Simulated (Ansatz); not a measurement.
# Ca on Ta(110): change of the work function, part 2 of 2

How does Ca on the hollow site change the work function of Ta(110) as the layer fills?

Ansatz 0.2.0; plane-wave DFT, PBE, Ansatz PAW.

So far, work function, upper face (eV): step 2 (the clean slab) 4.77; step 3 (37 atoms, coverage 0.111 ML, cell 3x3) 2.76.

## 4. Adsorbate added, k-mesh 6×6×1, coverage 0.25 ML (continued)

The density of states has structure finer than the step of the table below, so its rows give means over 0.2 eV. Peaks (eV: height): -1.44: 39.6, -1.23: 37.1, -1.08: 32.8, -0.96: 28.5, -0.78: 29.9, -0.66: 27.9, -0.24: 35.7.

The density of states by energy, zero at the Fermi level; means over each step:

energy (eV), density of states (states/eV a cell) and a bar:
```
     -7.6        0.0 
     -7.4        0.6 #
     -7.2        0.9 #
     -7.0        0.9 #
     -6.8        0.9 #
     -6.6        0.9 #
     -6.4        1.1 #
     -6.2        2.0 ##
     -6.0        2.3 ##
     -5.8        2.2 ##
     -5.6        2.9 ###
     -5.4        1.8 ##
     -5.2        1.5 #
     -5.0        3.3 ###
     -4.8        5.3 #####
     -4.6        3.5 ###
     -4.4        7.5 #######
     -4.2        7.1 #######
     -4.0        9.7 #########
     -3.8       12.9 ############
     -3.6        7.5 #######
     -3.4       13.3 #############
     -3.2       14.9 ##############
     -3.0       18.9 ##################
     -2.8       17.1 ################
     -2.6       10.8 ##########
     -2.4       12.0 ###########
     -2.2        9.3 #########
     -2.0        7.9 #######
     -1.8        8.5 ########
     -1.6       21.7 #####################
     -1.4       31.5 ##############################
     -1.2       30.0 ############################
     -1.0       24.1 #######################
     -0.8       25.0 ########################
     -0.6       21.8 #####################
     -0.4       26.8 ##########################
     -0.2       28.1 ###########################
      0.0       23.9 #######################
      0.2       18.7 ##################
      0.4       16.2 ###############
      0.6       12.8 ############
      0.8       15.5 ###############
      1.0       14.4 ##############
      1.2       14.8 ##############
      1.4       13.5 #############
      1.6       14.7 ##############
```

Projected DOS per atom over height of the atomic layer and energy from the Fermi level. Layers: Ta4 Ta4 Ta4 Ta4 Ca from below.

Ten even steps from '0' (0.00 states/eV) to '9' (1.92 states/eV), each cell a mean:
```
42230
32251
42244
74462
96781
96570
98790
67895
21231
33330
46640
34440
24420
12210
11110
00000
00000
00000
00000
00000
00000
00000
```
Columns: height of the atomic layer (Å) from 9 to 18.6 (not evenly spaced); rows upwards: energy from the Fermi level (eV) from -7.96 to 1.75.

Electrostatic potential energy in the ca plane at fractional y = 0.500, with atoms of Ta and Ca within 0.2 Å of it. With pseudopotentials it is smooth inside the atoms' cores, unlike the true potential.

Ten even steps from '0' (-52 eV) to '9' (8 eV), each cell a mean:
```
03799999985100379999999999999999999999999999
36899999997433689999999999999999999999999999
78999889999877899998999999999999999999999999
89999889999988999988999999999999999999999999
78999889998777899999999987788999999999999999
35899999997423689999999864357899999999999999
03799999985100379999999730016899999999999999
02699999984000279999999730015899999999999999
14799999986201479999999852137899999999999999
57899999998656799999999976678899999999999999
89999889999888999988999998889999999999999999
89999889999888999988999999999999999999999999
57899999998655789999999999999999999999999999
14799999986201479999999999999999999999999999
02699999985000269999999999999999999999999999
```
Columns run along c (16.0 Å, from fractional 0.33 to 0.90 of the cell; values clipped at the 3rd and 97th percentile), rows up along a (5.7 Å). Atoms in or near the plane, at fractional coordinates: Ta at (0.49, 0.00), Ta at (0.49, 0.50), Ca at (0.66, 0.50).

ELF in the ca plane at fractional y = 0.500, with atoms of Ta and Ca within 0.2 Å of it. It is the smooth field of the valence electrons, not physical close to the nuclei.

Values, 8 rows by 16 columns, each cell a mean:
```
0.47 0.44 0.39 0.34 0.58 0.39 0.44 0.38 0.53 0.41 0.21 0.09 0.03 0.01 0.00 0.00
0.34 0.41 0.33 0.44 0.29 0.38 0.39 0.39 0.52 0.18 0.11 0.19 0.10 0.02 0.00 0.00
0.34 0.42 0.34 0.39 0.37 0.33 0.38 0.42 0.31 0.42 0.16 0.25 0.28 0.06 0.01 0.00
0.49 0.44 0.41 0.37 0.51 0.42 0.44 0.46 0.38 0.83 0.49 0.24 0.42 0.11 0.01 0.00
0.48 0.44 0.39 0.34 0.58 0.38 0.42 0.45 0.34 0.82 0.42 0.24 0.39 0.10 0.01 0.00
0.34 0.41 0.33 0.44 0.29 0.38 0.38 0.42 0.36 0.21 0.09 0.25 0.22 0.05 0.01 0.00
0.34 0.42 0.34 0.39 0.37 0.34 0.40 0.38 0.55 0.28 0.16 0.16 0.07 0.01 0.00 0.00
0.49 0.45 0.41 0.36 0.51 0.43 0.46 0.39 0.52 0.40 0.20 0.08 0.02 0.01 0.00 0.00
```
Columns run along c (16.0 Å, from fractional 0.33 to 0.90 of the cell), rows up along a (5.7 Å). Atoms in or near the plane, at fractional coordinates: Ta at (0.49, 0.00), Ta at (0.49, 0.50), Ca at (0.66, 0.50).

Valence density in the ca plane at fractional y = 0.500, with atoms of Ta and Ca within 0.2 Å of it. It is the smooth field of the valence electrons, not physical close to the nuclei.

Ten steps, logarithmic in the rise over the least value, from '0' (0.0 e/Å³) to '9' (6.2 e/Å³), each cell a mean:
```
98533333346899853333221110000000000000000000
76433333334787643333322110000000000000000000
44333333333454433333322111000000000000000000
33333333333333333333332211110000000000000000
54333333333454433333332223331000000000000000
76433333335787643333322357763100000000000000
98533333346899753333322479985200000000000000
98533333347999853333322479986200000000000000
87433333335888743333322368874200000000000000
65333333334566433333332235542100000000000000
43333333333344333333332222210000000000000000
43333333333344333333322111000000000000000000
65333333334566433333322110000000000000000000
87433333335898743333321110000000000000000000
98533333346999853333221110000000000000000000
```
Columns run along c (16.0 Å, from fractional 0.33 to 0.90 of the cell), rows up along a (5.7 Å). Atoms in or near the plane, at fractional coordinates: Ta at (0.49, 0.00), Ta at (0.49, 0.50), Ca at (0.66, 0.50).

The relaxation took 10 steps and lowered the energy by 0.46 eV; the largest force on the free atoms ends at 0.0013 eV/Å.

By hand: a sheet of dipoles makes a step −p/(ε₀A) in the electron's potential. With e/ε₀ = 180.95 V·Å, p = 0.4776 e·Å and A = 30.99 Å², that is −180.95 × (0.4776) / 30.99 = -2.789 eV, and the two vacuum levels of the run differ by -2.789 eV.

The covered face has 1.98 eV, -2.78 eV against the clean one; the bare back face has moved by -0.05 eV, a measure of how thin the slab is.

## 5. Work function against coverage

This step: plane-wave DFT, PBE, Ansatz PAW; work function against coverage (Ansatz 0.2.0).

The runs are now put side by side.

This step gave:

```yaml
work_function_of_the_clean_face: 4.767 eV
largest_change_of_the_work_function: -2.783 eV
```

Table of work function of the covered face by coverage:

| coverage (adsorbates/nm²) | work function of the covered face (eV) |
| --- | --- |
| 0.00 | 4.77 |
| 1.43 | 2.76 |
| 3.23 | 1.98 |

The dipole per adsorbate comes from the change of the cell's dipole. Coverage, by row:

```csv
coverage (1/nm²),coverage (ML),work function (eV),change (eV),"dipole per adsorbate, positive end outwards (debye)",mean height of the added atoms over the highest substrate atom (Å)
1.434,0.1111,2.76,-2.007,3.667,2.58
3.227,0.25,1.984,-2.783,2.252,2.566
```

## 6. Outcome

```yaml
work_function_of_the_clean_face: 4.77 eV
work_function_at_0p11_ml: 2.76 eV
work_function_at_0p25_ml: 1.98 eV
dipole_per_adsorbate_at_0p11_ml_positive_end_outwards: 3.67 D
```

Ca lowers the work function of Ta(110) at the lowest coverage, by 2.01 eV: the adsorbate layer has its positive end outwards. The slab has 4 layers, at the tabulated experimental lattice constant, one starting site was run, and quantum-size effects of a slab this thin can reach one or two tenths of an eV.

[Long decimals in the printed logs are rounded to 6 places.]

[Logs are printed without paths, hosts, clocks, repeated set-up lines and the standing remarks that a program may print on its own settings, such as how far it seeks lower states.]

[Hosts, paths, dates, database ids (printed as entryN), source tags and the programs' standing remarks are cut or masked in the printed files.]

[Maps of the electrostatic potential energy from Ansatz leave out the sawtooth potential of an applied field or a dipole correction, so their vacuum need not be flat; planar profiles and work functions include it.]

[The density of states shown here was stored with 400 of the rows of the run's finer table, so its peaks can read low, often by over a quarter, or be missed, and its means over a window can be off by a tenth or more.]
